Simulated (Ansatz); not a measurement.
**(ZnSe)1(MgS)3 [001] superlattice, started as zinc blende: relaxing the cell for a phonon run**

Aim: bring (ZnSe)1(MgS)3 [001] superlattice, started as zinc blende to small forces and stress, as phonons need.

Method: DFT PBEsol, scalar-relativistic, plane waves, PAW, in Ansatz 0.2.0.

The structure was built from a prototype and need not be the compound's stable phase.

### 1. Starting point

It takes space group Pmm2 (No. 25, orthorhombic). The conventional cell has a = 3.983 Å, b = 3.983 Å, c = 11.265 Å, α = 90.00°, β = 90.00°, γ = 90.00°. Mg has 2 S at 2.44 Å and 2 Se at 2.44 Å nearest. Nearest to Mg lie 4 S at 2.44 Å. Nearest to S lie 4 Mg at 2.44 Å. S has 4 Mg at 2.44 Å nearest. S has 2 Zn at 2.44 Å and 2 Mg at 2.44 Å nearest. Farther neighbours and most contacts between anions are not listed.

As a file:

```cif
data_structure
_symmetry_space_group_name_H-M 'Pmm2'
_symmetry_Int_Tables_number 25
_cell_length_a 3.9828
_cell_length_b 3.9828
_cell_length_c 11.2650
_cell_angle_alpha 90.000
_cell_angle_beta 90.000
_cell_angle_gamma 90.000
_cell_volume 178.69
loop_
_atom_site_label
_atom_site_type_symbol
_atom_site_symmetry_multiplicity
_atom_site_Wyckoff_symbol
_atom_site_fract_x
_atom_site_fract_y
_atom_site_fract_z
_atom_site_occupancy
Mg1 Mg 1 d 0.50000 0.50000 0.25000 1
Mg2 Mg 1 a 0.00000 0.00000 0.50000 1
Mg3 Mg 1 d 0.50000 0.50000 0.75000 1
S1 S 1 b 0.00000 0.50000 0.37500 1
S2 S 1 c 0.50000 0.00000 0.62500 1
S3 S 1 b 0.00000 0.50000 0.87500 1
Se1 Se 1 c 0.50000 0.00000 0.12500 1
Zn1 Zn 1 a 0.00000 0.00000 0.00000 1
```

### 2. Probe on a coarse mesh

First a cheap look: the gap decides the mesh and the occupations, the pressure tells how far the cell has to move.

Contents of input.yaml:

```yaml
crystal:
  lattice:
    - [2.81625, 2.81625, 0.0]
    - [-2.81625, 2.81625, 0.0]
    - [0.0, 0.0, 11.265]
  atoms:
    - { symbol: Mg, position: [0.5, 0.5, 0.25] }
    - { symbol: Mg, position: [0.0, 0.0, 0.5] }
    - { symbol: Mg, position: [0.5, 0.5, 0.75] }
    - { symbol: S, position: [0.0, 0.5, 0.375] }
    - { symbol: S, position: [0.5, 1.0, 0.625] }
    - { symbol: S, position: [0.0, 0.5, 0.875] }
    - { symbol: Se, position: [0.5, 1.0, 0.125] }
    - { symbol: Zn, position: [0.0, 0.0, 0.0] }
kpoints:
  mp_grid: { grid: [4, 4, 2] }
hamiltonian:
  xc: pbesol
scf:
  occupations: { method: gaussian, width: 0.1 }
output:
  forces: true
  stress: true
  eigenvalues: true
```

On the command line:

```sh
$ ansatz run input.yaml --threads 8 --pin off --max-ram 14336MiB --backend cpu --events-out ev --progress --plain --runs-dir out
```

Numbers of over 12 decimals in the logs are rounded to 6 here.

The program printed:

```text
Engine: ansatz 0.2.0, x86_64-unknown-linux-gnu
Pseudopotentials: kind: paw
Pseudopotential: Mg, paw, valence charge 10, recommended cutoff 420 eV (normal), Mg.paw.azcp
Pseudopotential: S, paw, valence charge 6, recommended cutoff 420 eV (normal), S.paw.azcp
Pseudopotential: Se, paw, valence charge 16, recommended cutoff 420 eV (normal), Se.paw.azcp
[...]
k-point 0: bands = [... 34 lower, 3.4060, 4.1175, 4.1941, 4.2245, 6.8477, 7.6022, 8.7476, 8.8753, ... 3 higher]
  k-point 1: bands = [... 34 lower, 3.6366, 3.6453, 4.1097, 4.1494, 7.5440, 7.9767, 8.0787, 8.2299, ... 3 higher]
  k-point 2: bands = [... 34 lower, 3.4516, 3.5107, 3.7045, 4.1512, 8.0265, 8.6493, 8.9844, 9.3902, ... 3 higher]
  k-point 17: bands = [... 34 lower, 2.5249, 2.5429, 2.5920, 2.6262, 8.1789, 8.1914, 8.3636, 8.6605, ... 3 higher]
[key lines of the parts left out:]
SCF converged after 8 iterations
Free energy (F): -17105.433919 eV
Fermi energy:    5.536106 eV
P = ⅓ Tr σ = 0.7021 GPa (7.021 kbar)
```

Run time: 8.1 s. Hardware: 8 threads of Intel Xeon Platinum 8488C (Sapphire Rapids), shared host; peak memory 0.76 GiB; 11 s of CPU time.

A gap read on the k-mesh alone can miss the band edges.

This step gave:

```
pressure           : 0.7021 GPa
gap on the k-mesh  : 2.623 eV
volume per atom    : 22.34 Å³
direct gap on mesh : 2.623 eV
```

The coarse mesh shows a gap of 2.62 eV and a pressure of 0.7 GPa.

### 3. Coarse relaxation

A rough relaxation comes first, because large forces or stress need no tight tolerances yet.

input.yaml, as its differences from that of step 2:

```diff
@@ -15,3 +15,3 @@
 kpoints:
-  mp_grid: { grid: [4, 4, 2] }
+  mp_grid: { grid: [6, 6, 2] }
 hamiltonian:
@@ -24 +24,6 @@
   eigenvalues: true
+relax:
+  adjacent_minimum: "off"
+  f_tol: 0.05
+  max_steps: 80
+  cell: { stress_tol: 0.5 }
```

The program printed:

```text
[...]
Crystal: 8 atoms, lattice volume = 178.691 Å³
Basis set: ecut = 420 eV, 3501 PW (Γ), exchange–correlation on 54×54×160 points (8 copies of the dense FFT grid, shifted against one another)
Bands: 46, of which v1, the nominal top of the filled ones, is band 38 counted from 1 (37 counted from 0)
Symmetry: 4 space group operations
[...]
k-points: 32 of 72
[...]
- [2.830429, 2.830429, 0]
    - [-2.813941, 2.813941, 0]
    - [0, 0, 11.304893]
  atoms:
    - { symbol: Mg, position: [0.500000, 0.5, 0.253192] }
    - { symbol: Mg, position: [0, 0, 0.504262] }
    - { symbol: Mg, position: [0.500000, 0.5, 0.754413] }
    - { symbol: S, position: [0, 0.5, 0.378076] }
    - { symbol: S, position: [0.5, 1.0, 0.628557] }
    - { symbol: S, position: [0, 0.5, 0.878236] }
    - { symbol: Se, position: [0.5, 1.0, 0.113204] }
    - { symbol: Zn, position: [0, 0, -0.0099421] }
[key lines of the parts left out:]
SCF converged after 5 iterations
Free energy (F): -17105.597788 eV
Fermi energy:    5.557848 eV
P = ⅓ Tr σ = 0.0199 GPa (0.199 kbar)
```

Run time: 15 s. Hardware: 8 threads; peak memory 0.87 GiB.

The steps of the relaxation:

| step | energy less that of the first step (eV) | largest force component (eV/Å) | pressure (GPa) | volume (Å³) |
| --- | --- | --- | --- | --- |
| 1 | 0.0000 | 0.9572 | 0.65 | 178.69 |
| 2 | -0.1223 | 0.1863 | 0.02 | 180.10 |
| 3 | -0.1281 | 0.0223 | 0.02 | 180.08 |
| 4* | -0.1283 | 0.0220 | 0.02 | 180.08 |

Relaxation steps marked * repeat the geometry before them on a plane-wave basis chosen anew for their cell, so energy and pressure can jump there.

The run keeps the 4 symmetry operations that it works with, so distortions that break them were not tested.

| conventional cell, symmetrised | before | after | change |
| --- | --- | --- | --- |
| a (Å) | 3.983 | 3.980 | -0.1 % |
| b (Å) | 3.983 | 4.003 | +0.5 % |
| c (Å) | 11.265 | 11.305 | +0.4 % |
| volume (Å³/atom) | 22.34 | 22.51 | +0.8 % |

The atoms that moved most (Å, as changes of fractional coordinates times the final cell):

| atom | dx | dy | dz | length |
| --- | --- | --- | --- | --- |
| Se7 | 0.000 | 0.000 | -0.133 | 0.133 |
| Zn8 | 0.000 | 0.000 | -0.112 | 0.112 |
| Mg3 | 0.000 | 0.000 | 0.050 | 0.050 |
| Mg2 | 0.000 | 0.000 | 0.048 | 0.048 |
| S5 | 0.000 | 0.000 | 0.040 | 0.040 |
| S6 | 0.000 | 0.000 | 0.037 | 0.037 |
| Mg1 | 0.000 | 0.000 | 0.036 | 0.036 |
| S4 | 0.000 | 0.000 | 0.035 | 0.035 |

The relaxed structure:

```cif
data_structure
_symmetry_space_group_name_H-M 'P 1'
_symmetry_Int_Tables_number 1
_cell_length_a 4.0028
_cell_length_b 3.9795
_cell_length_c 11.3049
_cell_angle_alpha 90.000
_cell_angle_beta 90.000
_cell_angle_gamma 90.000
_cell_volume 180.08
loop_
_atom_site_label
_atom_site_type_symbol
_atom_site_fract_x
_atom_site_fract_y
_atom_site_fract_z
_atom_site_occupancy
Mg1 Mg 0.50000 0.50000 0.25319 1
Mg2 Mg 0.00000 0.00000 0.50426 1
Mg3 Mg 0.50000 0.50000 0.75441 1
S4 S 0.00000 0.50000 0.37808 1
S5 S 0.50000 0.00000 0.62856 1
S6 S 0.00000 0.50000 0.87824 1
Se7 Se 0.50000 0.00000 0.11320 1
Zn8 Zn 0.00000 0.00000 0.99006 1
```

This step gave:

- pressure: 0.01990 GPa
- gap on the k-mesh: 2.404 eV
- volume per atom: 22.51 Å³
- direct gap on mesh: 2.404 eV

In this step the volume went from 22.34 to 22.51 Å³/atom.

### 4. Bringing the structure to rest

Harmonic phonons are second derivatives at a point where the forces vanish, and they are wanted at zero stress, so atoms and cell are relaxed first.

Contents of input.yaml:

```yaml
crystal:
  lattice:
    - [2.8304289387, 2.8304289387, 0.0]
    - [-2.8139408448, 2.8139408448, 0.0]
    - [0.0, 0.0, 11.3048927792]
  atoms:
    - { symbol: Mg, position: [0.5, 0.5, 0.2531923556] }
    - { symbol: Mg, position: [0.0, 0.0, 0.5042620815] }
    - { symbol: Mg, position: [0.5, 0.5, 0.7544131801] }
    - { symbol: S, position: [0.0, 0.5, 0.3780762387] }
    - { symbol: S, position: [0.5, 1.0, 0.6285574969] }
    - { symbol: S, position: [0.0, 0.5, 0.8782364647] }
    - { symbol: Se, position: [0.5, 1.0, 0.1132042813] }
    - { symbol: Zn, position: [0.0, 0.0, -0.0099420988] }
kpoints:
  mp_grid: { grid: [6, 6, 2] }
hamiltonian:
  xc: pbesol
scf:
  occupations: { method: gaussian, width: 0.02 }
output:
  forces: true
  stress: true
  eigenvalues: true
relax:
  adjacent_minimum: "off"
  f_tol: 0.005
  max_steps: 80
  cell: { stress_tol: 0.05 }
```

The program printed:

```text
[...]
Crystal: 8 atoms, lattice volume = 180.079 Å³
Basis set: ecut = 420 eV, 3533 PW (Γ), exchange–correlation on 54×54×160 points (8 copies of the dense FFT grid, shifted against one another)
Bands: 46, of which v1, the nominal top of the filled ones, is band 38 counted from 1 (37 counted from 0)
Symmetry: 4 space group operations
[...]
k-points: 32 of 72
[...]
SCF iter   1: F=—  HF=-17105.608273 eV  |F-HF|=—  |Δ(HF+E_count)|=         —  Δρ=3.53e-3  dr2=3.36e-2  ethr=1.77e-3  ⟨swp⟩=8.3  Hψ=6533  notcnv=0  defer=2
[...]
SCF iter   8: F=-17105.597788 eV  HF=-17105.597788 eV  |F-HF|=1.67e-8  |Δ(HF+E_count)|=   2.07e-7  Δρ=3.07e-6  dr2=1.85e-8  ethr=1.32e-10  ⟨swp⟩=9.2  Hψ=6376  notcnv=0
SCF 1 converged in 8 iterations: F = -17105.597788 eV  dr2 = 1.85e-8
[...]
relax step   1: F+E_penalty+E_count = -17105.59778764 eV  Δ(F+E_penalty+E_count) = +0.000e0 eV  max|allowed force component| = 2.202e-2 eV/Å  Δτ_max = 0.0000 Å  P = +0.020 GPa  Ω = 180.079 Å³  (8 SCF iters, dr2 threshold 1.00e-7 eV, accepted)
Crystal: 8 atoms, lattice volume = 180.117 Å³
Basis set: ecut = 420 eV, 3541 PW (Γ), exchange–correlation on 54×54×160 points (8 copies of the dense FFT grid, shifted against one another)
[...]
SCF iter   5: F=-17105.597865 eV  HF=-17105.597865 eV  |F-HF|=4.11e-10  |Δ(HF+E_count)|=   1.82e-8  Δρ=2.93e-6  dr2=1.87e-8  ethr=3.99e-11  ⟨swp⟩=3.0  Hψ=5616  notcnv=0
SCF 2 converged in 5 iterations: F = -17105.597865 eV  dr2 = 1.87e-8
relax step   2: F+E_penalty+E_count = -17105.59786493 eV  Δ(F+E_penalty+E_count) = -7.729e-5 eV  max|allowed force component| = 5.061e-3 eV/Å  Δτ_max = 0.0021 Å  P = +0.005 GPa  Ω = 180.117 Å³  energy of the carried Pulay correction = -4.052e-6 eV  (5 SCF iters, dr2 threshold 3.03e-8 eV, accepted)
Crystal: 8 atoms, lattice volume = 180.141 Å³
[...]
SCF iter   6: F=-17105.597878 eV  HF=-17105.597878 eV  |F-HF|=1.60e-10  |Δ(HF+E_count)|=  1.67e-10  Δρ=4.76e-7  dr2=3.42e-10  ethr=2.11e-12  ⟨swp⟩=4.0  Hψ=5150  notcnv=0
SCF 3 converged in 6 iterations: F = -17105.597878 eV  dr2 = 3.42e-10
relax step   3: F+E_penalty+E_count = -17105.59787819 eV  Δ(F+E_penalty+E_count) = -1.326e-5 eV  max|allowed force component| = 1.856e-3 eV/Å  Δτ_max = 0.0005 Å  P = -0.003 GPa  Ω = 180.141 Å³  energy of the carried Pulay correction = -6.508e-6 eV  (6 SCF iters, dr2 threshold 1.60e-9 eV, accepted)
[...]
SCF iter   4: F=-17105.597884 eV  HF=-17105.597884 eV  |F-HF|=4.37e-11  |Δ(HF+E_count)|=   3.32e-9  Δρ=2.40e-7  dr2=4.82e-11  ethr=1.00e-12  ⟨swp⟩=5.8  Hψ=5714  notcnv=0
SCF 4 converged in 4 iterations: F = -17105.597884 eV  dr2 = 4.82e-11
relax step   4: F+E_penalty+E_count = -17105.59788360 eV  Δ(F+E_penalty+E_count) = -5.406e-6 eV  max|allowed force component| = 1.855e-3 eV/Å  Δτ_max = 0.0000 Å  P = -0.003 GPa  Ω = 180.141 Å³  stress off target by 7.14e-3 GPa  SCF on the basis re-selected at this cell (its energy is not comparable with the rows above)  (4 SCF iters)
[...]
SCF converged after 4 iterations
Free energy (F): -17105.597884 eV
[...]
Internal energy: -17105.597884 eV  (E = F + TS)
E sigma→0 (E₀):  -17105.597884 eV
Fermi energy:    5.555741 eV
[...]
--- Forces (eV/Å), atoms counted from 1 ---
  atom   1  Mg     0.00000000     0.00000000    -0.00010160
  atom   2  Mg    -0.00000000    -0.00000000    -0.00054807
  atom   3  Mg    -0.00000000     0.00000000    -0.00017148
  atom   4  S     -0.00000000    -0.00000000     0.00052046
  atom   5  S      0.00000000     0.00000000     0.00042904
  atom   6  S      0.00000000     0.00000000     0.00185504
  atom   7  Se    -0.00000000    -0.00000000    -0.00074294
  atom   8  Zn    -0.00000000     0.00000000    -0.00124115
  max |Σ_I F_I| component: 6.97e-7 eV/Å
--- Stress (GPa, compression-positive) ---
       -0.004232       0.002905       0.000000
        0.002905      -0.004232       0.000000
        0.000000       0.000000      -0.000660
  P = ⅓ Tr σ = -0.0030 GPa (-0.030 kbar)
--- Band table (eV; the first three rows and the last of 32) ---
  k-point 0: bands = [... 34 lower, 3.3660, 4.1159, 4.3033, 4.3564, 6.7551, 7.5249, 8.6296, 8.7506, ... 4 higher]
  k-point 1: bands = [... 34 lower, 3.5165, 3.5706, 4.2633, 4.3151, 7.5046, 7.8850, 7.9785, 8.0943, ... 4 higher]
  k-point 2: bands = [... 34 lower, 3.3717, 3.6697, 3.9573, 4.2808, 7.6309, 8.0268, 8.8291, 9.1381, ... 4 higher]
  k-point 31: bands = [... 34 lower, 2.4681, 2.4856, 2.5612, 2.6346, 7.9447, 8.0713, 8.4868, 8.6270, ... 4 higher]
--- Relaxed structure (3 steps of the walk, 3 accepted, 1 SCFs on fresh bases) ---
[...]
cell:  # Å, volume = 180.1406 Å³
    - [2.829066, 2.829066, 0]
    - [-2.811718, 2.811718, 0]
    - [0.0, 0, 11.323139]
  atoms:
    - { symbol: Mg, position: [0.500000, 0.5, 0.253262] }
    - { symbol: Mg, position: [0, 0, 0.504234] }
    - { symbol: Mg, position: [0.500000, 0.5, 0.754267] }
    - { symbol: S, position: [0, 0.5, 0.378082] }
    - { symbol: S, position: [0.500000, 1.0, 0.628482] }
    - { symbol: S, position: [0, 0.5, 0.878201] }
    - { symbol: Se, position: [0.500000, 1.0, 0.113435] }
    - { symbol: Zn, position: [0, 0, -0.00996425] }
```

Wall time 13 s (8 threads); peak memory 0.88 GiB; 88 s of CPU time.

Step by step:

| step | energy less that of the first step (eV) | largest force component (eV/Å) | pressure (GPa) | volume (Å³) |
| --- | --- | --- | --- | --- |
| 1 | 0.0000 | 0.0220 | 0.02 | 180.08 |
| 2 | -0.0001 | 0.0051 | 0.00 | 180.12 |
| 3 | -0.0001 | 0.0019 | 0.00 | 180.14 |
| 4* | -0.0001 | 0.0019 | 0.00 | 180.14 |

Relaxation steps marked * repeat the geometry before them on a plane-wave basis chosen anew for their cell, so energy and pressure can jump there.

Forces are held to the 4 operations that the run works with; a distortion that breaks them can't arise in this run.

| conventional cell, symmetrised | before | after | change |
| --- | --- | --- | --- |
| a (Å) | 3.980 | 3.976 | -0.1 % |
| b (Å) | 4.003 | 4.001 | -0.0 % |
| c (Å) | 11.305 | 11.323 | +0.2 % |
| volume (Å³/atom) | 22.51 | 22.52 | +0.0 % |

This step gave:

- pressure: -0.003041 GPa
- gap on the k-mesh: 2.399 eV
- volume per atom: 22.52 Å³
- direct gap on mesh: 2.399 eV

In this step the volume went from 22.51 to 22.52 Å³/atom.

### 5. Relaxing to small forces for the phonons

Phonons need a cell at rest on their own settings, so the relaxation is repeated with tight tolerances on forces and stress on the k mesh and occupations of the first response run.

Contents of input.yaml:

```yaml
crystal:
  lattice:
    - [2.8290658986, 2.8290658986, 0.0]
    - [-2.8117179023, 2.8117179023, 0.0]
    - [0.0, 0.0, 11.3231392083]
  atoms:
    - { symbol: Mg, position: [0.5, 0.5, 0.2532616211] }
    - { symbol: Mg, position: [0.0, 0.0, 0.5042344804] }
    - { symbol: Mg, position: [0.5, 0.5, 0.7542671127] }
    - { symbol: S, position: [0.0, 0.5, 0.3780822581] }
    - { symbol: S, position: [0.5, 1.0, 0.6284824046] }
    - { symbol: S, position: [0.0, 0.5, 0.8782013913] }
    - { symbol: Se, position: [0.5, 1.0, 0.1134349815] }
    - { symbol: Zn, position: [0.0, 0.0, -0.0099642497] }
kpoints:
  mp_grid: { grid: [8, 8, 2] }
hamiltonian:
  xc: pbesol
scf:
  occupations: { method: fixed }
output:
  forces: true
  stress: true
  eigenvalues: true
relax:
  adjacent_minimum: "off"
  f_tol: 0.001
  max_steps: 60
  cell: { stress_tol: 0.01 }
```

The program printed:

```text
[...]
Crystal: 8 atoms, lattice volume = 180.141 Å³
Basis set: ecut = 420 eV, 3541 PW (Γ), exchange–correlation on 54×54×160 points (8 copies of the dense FFT grid, shifted against one another)
Bands: 46, of which v1, the nominal top of the filled ones, is band 38 counted from 1 (37 counted from 0)
Symmetry: 4 space group operations
[...]
k-points: 50 of 128
[...]
atoms:
    - { symbol: Mg, position: [0.500000, 0.500000, 0.253251] }
    - { symbol: Mg, position: [0, 0, 0.504232] }
    - { symbol: Mg, position: [0.500000, 0.500000, 0.754273] }
    - { symbol: S, position: [0, 0.5, 0.378082] }
    - { symbol: S, position: [0.500000, 1.000000, 0.628491] }
    - { symbol: S, position: [-1.186357423689199e-19, 0.5, 0.878226] }
    - { symbol: Se, position: [0.500000, 1.000000, 0.113417] }
    - { symbol: Zn, position: [0, 0, -0.00997178] }
[key lines of the parts left out:]
SCF converged after 5 iterations
Free energy (F): -17105.600178 eV
Fermi energy:    4.358524 eV
P = ⅓ Tr σ = 0.0006 GPa (0.006 kbar)
```

The job ended after 22 s (8 threads; peak memory 0.95 GiB; 2.6 min of CPU time).

Little changed from the start: no atom moved by 0.005 Å and no cell edge by 0.1 %.

Numbers from this step:

* pressure: 5.93e-4 GPa
* gap on the k-mesh: 2.398 eV
* volume per atom: 22.51 Å³
* direct gap on mesh: 2.398 eV

The largest force component left is 0.20 meV/Å and the pressure is 0.001 GPa, within the tolerances set. The cell now holds 22.51 Å³/atom.

### 6. Results

| Property | Result |
| --- | --- |
| space group after relaxation (within 0.01 Å) | Pmm2 |
| lattice constant a | 3.975 Å |
| lattice constant b | 4.000 Å |
| lattice constant c | 11.329 Å |
| volume per atom | 22.5 Å³ |
| gap on the k-mesh | 2.40 eV |

**Reading.** The largest force component left is 0.20 meV/Å and the pressure is 0.001 GPa, within the tolerances set. The cell now holds 22.51 Å³/atom. The relaxation keeps the symmetry of its start, so it says nothing on stability against lower symmetry. The starting cell was built on a prototype and not taken from a measurement, so the phase need not exist.

[Logs are printed without paths, hosts, clocks, repeated set-up lines and the standing remarks that a program may print on its own settings, such as how far it seeks lower states.]

[Hosts, paths, dates, database ids (printed as entryN), source tags and the programs' standing remarks are cut or masked in the printed files.]
